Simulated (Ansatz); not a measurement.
NiSb (P6_3/mmc): Drude plasma energy along x against volume

The cell of NiSb (P6_3/mmc) is scaled evenly and the response computed anew at each volume, on one mesh. The atoms keep their fractional positions. x, y and z are the Cartesian axes of the input cell.

The structure is hexagonal, space group P6_3/mmc (No. 194). The conventional cell has a = 3.928 Å, b = 3.928 Å, c = 5.120 Å, α = 90.00°, β = 90.00°, γ = 120.00°. Sb on site c has 6 Ni at 2.60 Å as nearest neighbours. Ni on site a is surrounded by 2 Ni at 2.56 Å and 6 Sb at 2.60 Å.

Method: Ansatz 0.2.0, LDA, independent particles, k-mesh 12×12×8 with interpolation inside its cells, Gaussian parameter 0.1 eV.

Launch of the response step: `ansatz run input.yaml --threads 4 --pin off --max-ram 8192MiB --backend cpu --events-out ev --progress --plain --runs-dir out`. The series took 28.2 min in all, on 4 threads of Intel(R) Xeon(R) Processor @ 2.50GHz (Skylake/Cascade Lake), with other jobs on the host.

| V/V₀ | V (Å³, primitive cell) | Drude plasma energy along x (eV) |
| --- | --- | --- |
| 0.94 | 64.31 | ? |
| 0.96 | 65.68 | 6.707 |
| 0.98 | 67.05 | 6.612 |
| 1.00 | 68.41 | 6.523 |
| 1.02 | 69.78 | 6.438 |
| 1.04 | 71.15 | 6.357 |
| 1.06 | 72.52 | 6.281 |

For small changes the quantity should be close to linear in ln V.

Working, on the rows shown:

| x = ln(V/V₀) | y = Drude plasma energy along x |
| --- | --- |
| -0.040822 | 6.707 |
| -0.0202027 | 6.612 |
| 0 | 6.523 |
| 0.0198026 | 6.438 |
| 0.0392207 | 6.357 |
| 0.0582689 | 6.281 |

Means: x̄ = 0.0093779, ȳ = 6.4863. Σ(x − x̄)(y − ȳ) = -0.02954, Σ(x − x̄)² = 0.006873. Slope = -0.02954 / 0.006873 = -4.298; intercept = ȳ − slope · x̄ = 6.5266. The line misses the rows shown by at most 0.0049 eV.

Task: What does the fit predict for the withheld row, and how well does it do?

Result: At x = -0.061875 the line gives y = 6.7926 eV. The run gave 6.806 eV, so the extrapolation is off by 0.013 eV, 3 % of the range in the table.

Between the rows on either side of x = 0 the slope is (6.438 − 6.612) / (0.019803 − (-0.020203)) = -4.349. So d ln ωp/d ln V = -0.67; free electrons would give −0.50. The cell comes from an older database entry, whose edges can be off by a per cent or so. The values come from a sum over the points of one k-mesh and carry its error, which is largest for Fermi-surface quantities. Spin-orbit coupling is left out.
